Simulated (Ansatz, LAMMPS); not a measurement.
# Static equation of state of glassy 22SiO2-48B2O3-15CaO-15K2O (mol %) (103 atoms)

Density of this cell: 2.36 g/cm³. The cell holds 103 atoms: 6 Si, 26 B, 4 Ca, 8 K and 59 O. Its edges and angles: a = 10.715 Å, b = 11.173 Å, c = 10.975 Å, α = 90.8°, β = 91.1°, γ = 87.1°. The starting structure: 103 atoms (6 Si, 26 B, 4 Ca, 8 K, 59 O) placed at random at 2.25 g/cm³, melted at 3000 K for 20 ps at fixed volume with the Buckingham and Coulomb pair potential of Guillot and Sator (Geochim. Cosmochim. Acta 71, 1249 (2007)) with the boron terms of Wang et al. (J. Non-Cryst. Solids 498, 294 (2018)). Quenched from 3000 K to 300 K at 20 K/ps and fixed volume, held 10 ps at zero pressure.

Calculated with Ansatz 0.2.0: Kohn-Sham DFT, PBE, PAW (set soft_2), plane waves; cutoff 420 eV, Γ point, fixed occupations. Cell and atoms were relaxed first, to V0 = 12.736 Å³ an atom at a residual P0 = -0.002 GPa. The cell was then scaled evenly, and the atoms were relaxed at each volume.

```
volume (Å³/atom)  pressure (GPa)
          11.462               ?
          11.972           2.681
          12.354           1.388
          13.118          -1.172
          13.500          -2.055
```

Task: Fit the third-order Birch–Murnaghan equation to the rows given and extrapolate to the withheld row.

Worked fit:

Take the Eulerian strain f = ½[(V0/V)^(2/3) − 1] and the normalised pressure F = (P − P0) / [3f(1 + 2f)^(5/2)]. The third-order Birch–Murnaghan equation is then the line F = B0 + (3/2)B0(B′ − 4) f, so u = f and v = F.

```
      u = f  v = F (GPa)
  0.0210565      38.3066
  0.0102571      42.9552
-0.00975655      41.9773
 -0.0190506      39.5907
```

With n = 4: mean u = 6.2663e-4, mean v = 40.7075, Σ(u − ū)² = 0.0010051, Σ(u − ū)(v − v̄) = -0.018611. Slope b = -0.018611 / 0.0010051 = -18.516; intercept a = v̄ − b ū = 40.719.

So B0 = a = 40.7 GPa and B′ = 4 + 2b/(3a) = 3.70. At the withheld volume f = 0.03638, F = a + b f = 40.05 GPa, and P = P0 + 3f(1 + 2f)^(5/2) F.

Prediction at 11.462: 5.208 GPa. The run gave 4.902 GPa, so the fit is high by 0.31 GPa (6.2 % of the value).

The series isn't one smooth equation of state: even a line fitted to all rows, the withheld one included, misses F by up to 6.9 %, the count of bonds changes along the series and an atom moves over 0.5 Å in some relaxation. B0 and B′ are then only the numbers of this fit, not moduli of the material. Among the rows given, the largest miss of the fit is at 11.972, by 0.14 GPa (2.0 % of the range of the table).

Limits: Static cells at zero temperature; the cell shape is held. The program notes that the SCF threshold of these relaxations is loose for the stress. The quench rate of 20 K/ps is many orders above laboratory rates, so the cell is likely richer in defects and strain than a real sample. The network of bonds at the start is that of the classical potential that made the cell, and needn't be the one that DFT or experiment would give. Only the Γ point is sampled, in a cell whose shortest periodic width is 11 Å.

[Logs are printed without paths, hosts, clocks, repeated set-up lines and the standing remarks that a program may print on its own settings, such as how far it seeks lower states.]

[Hosts, paths, dates, database ids (printed as entryN), source tags and the programs' standing remarks are cut or masked in the printed files.]
